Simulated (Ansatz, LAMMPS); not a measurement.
# Which site? C in place of Si in amorphous Si (101 atoms): runs compared

Aim: make C in place of Si at several sites of amorphous Si (101 atoms), relax each, and compare their energies.

Computed with Ansatz 0.2.0: Kohn-Sham DFT, PBE, PAW (set soft_1), plane waves.

### 1. The cell as built

The cell holds 101 atoms: 101 Si. Cell: a = 12.624 Å, b = 12.624 Å, c = 12.624 Å, α = 90.0°, β = 90.0°, γ = 90.0°. 101 atoms (101 Si) placed at random at 2.34 g/cm³, melted at 2500 K for 10 ps at fixed volume with the modified Tersoff potential (Kumagai, Izumi, Hara and Sakai, Comput. Mater. Sci. 39, 457 (2007)). Quenched from 2500 K to 300 K at 20 K/ps and fixed volume, held 5 ps.

Limits known from the start: The quench rate of 20 K/ps is many orders above laboratory rates, so the cell is likely richer in defects and strain than a real sample. The starting topology of bonds comes from the classical model, and needn't be the one that DFT or experiment would give. Sampling is at Γ alone, for a cell whose shortest periodic width is 13 Å.

### 2. The reference run

The reference is a single point at the end of the relaxation.

Every defect cell starts from the geometry of this run and is relaxed in the fixed cell.

Its input, with most atom lines left out:

```yaml
crystal:
  lattice:
    - [12.6245, 0.0, 0.0]
    - [0.0, 12.6245, 0.0]
    - [0.0, 0.0, 12.6245]
  atoms:
    - { symbol: Si, position: [0.07713, 0.94546, 0.16477] }
    - { symbol: Si, position: [0.44961, 0.99135, 0.0776] }
    - { symbol: Si, position: [0.68662, 0.34549, 0.93561] }
    - { symbol: Si, position: [0.12702, 0.92132, 0.72331] }
    - { symbol: Si, position: [0.25759, 0.83005, 0.95031] }
    - { symbol: Si, position: [0.83419, 0.57415, 0.46207] }
    - { symbol: Si, position: [0.36101, 0.14684, 0.94888] }
    [... atom lines 8 to 101 left out ...]
kpoints:
  mp_grid: { grid: [1, 1, 1] }
hamiltonian:
  xc: pbe
  pseudopotentials: { kind: paw, azcp: { folder: soft_1 } }
scf:
  occupations: { method: fermi_dirac, width: 0.025 }
output:
  forces: true
  stress: true
  populations: true
  dos:
    method: { smearing: { sigma: 0.15 } }
    de: 0.1
    projected: { site_lists: { Si: [Si] } }
  eigenvalues: true
  write_density: true
  write_potential: true
  volumetric_format: npy
```

* free energy per atom: -635.5870 eV/atom
* r.m.s. force component: 0.00552 eV/Å
* pressure: 0.1222 GPa

Filled and empty levels are parted by 0.208 eV (at Γ alone); a semilocal functional tends to put such gaps too low. In a disordered cell it changes from sample to sample, and tail or defect levels can set it.

### 3. The runs

Each row is one run, on 4 threads of Arm Neoverse V2, shared host. The free energy is the program's total, comparable only between runs with the same functional, potentials and atoms.

| run | atoms | outcome | ionic steps, all passes | free energy (eV) | time | host memory (GiB) |
| --- | --- | --- | --- | --- | --- | --- |
| Single point at the start | 101 | converged | - | -64188.025 | 14 s | 2.0 |
| Relaxation | 101 | converged | 29 | -64194.292 | 4 min | 2.0 |
| Single point at the relaxed geometry | 101 | converged | - | -64194.292 | 22 s | 2.0 |
| C on a site of Si, site Si4 | 101 | converged | 23 | -63809.970 | 5.3 min | 2.1 |
| C on a site of Si, site Si2 | 101 | converged | 26 | -63808.752 | 5.9 min | 2.1 |
| C on a site of Si, site Si33 | 101 | converged | 5 | -63808.201 | 76 s | 2.1 |
| C on a site of Si, site Si62 | 101 | converged | 7 | -63808.486 | 1.7 min | 2.1 |
| C on a site of Si, site Si30 | 101 | converged | 5 | -63807.567 | 75 s | 2.1 |
| C on a site of Si, site Si31 | 101 | converged | 15 | -63809.484 | 3.5 min | 2.1 |

A closer look about site Si4, the cheapest one, after relaxation: 11 atoms, nearest first, numbered in the order of the input, with positions taken from that point.

| atom | x | y | z | distance (Å) | bonds |
| --- | --- | --- | --- | --- | --- |
| C4 | 0.00 | 0.48 | -0.07 | 0.48 | 4 |
| Si75 | 0.69 | -1.33 | 0.21 | 1.51 | 4 |
| Si59 | -1.18 | 0.82 | 1.39 | 2.00 | 4 |
| Si78 | -0.82 | 0.66 | -1.81 | 2.09 | 4 |
| Si57 | 1.70 | 1.31 | -0.13 | 2.15 | 4 |
| Si64 | 1.29 | -1.70 | -2.04 | 2.95 | 4 |
| Si28 | -1.05 | -1.63 | -2.37 | 3.06 | 4 |
| Si89 | -0.39 | -0.74 | 2.96 | 3.07 | 4 |
| Si5 | 1.84 | -1.23 | 2.30 | 3.19 | 4 |
| Si95 | -0.55 | -3.20 | 0.95 | 3.38 | 4 |
| Si90 | 2.99 | -0.08 | -1.62 | 3.40 | 4 |

The column of bonds counts only the pairs Si-Si within 2.73 Å, Si-C within 2.28 Å; other neighbours, such as metal atoms beside each other in a compound, aren't counted, and periodic images can show an atom twice.

### 4. The sites compared

All these cells hold the same atoms, so their energies can be compared with no chemical potential.

| site | neighbours | mean distance (Å) | atoms within 6 Å | energy over the best site (eV) | before relaxation (eV) | gain on relaxing (eV) |
| --- | --- | --- | --- | --- | --- | --- |
| Si4 | Si4 | 2.38 | 44 | 0.00 | 0.14 | 3.73 |
| Si31 | Si4 | 2.34 | 45 | 0.49 | 0.00 | 3.10 |
| Si2 | Si6 | 2.55 | 47 | 1.22 | 0.73 | 3.10 |
| Si62 | Si4 | 2.37 | 47 | 1.48 | 0.34 | 2.45 |
| Si33 | Si4 | 2.38 | 45 | 1.77 | 0.37 | 2.19 |
| Si30 | Si4 | 2.40 | 43 | 2.40 | 0.71 | 1.90 |

Neighbours are those of the relaxed host within 2.88 Å (Si-Si); other pairs aren't counted.

### 5. What came out

The cheapest site is Si4 (4 neighbours, Si4); the dearest, Si30 (4 neighbours, Si4), costs 2.4 eV more. By coordination the energies over the best site are 0.00 to 2.40 eV with 4 neighbours and 1.22 eV with 6 neighbours. Relaxation changes the order: the best site before relaxing was Si31.

Caveats: Defects are neutral and interact with their images. In a disordered cell the relaxation can also rearrange atoms far from the site. Only 6 of the 101 Si sites were tried; unless symmetry makes the others alike to these, a cheaper one may exist.

The DFT runs together took 23 min of wall time.

[Logs are printed without paths, hosts, clocks, repeated set-up lines and the standing remarks that a program may print on its own settings, such as how far it seeks lower states.]

[Hosts, paths, dates, database ids (printed as entryN), source tags and the programs' standing remarks are cut or masked in the printed files.]
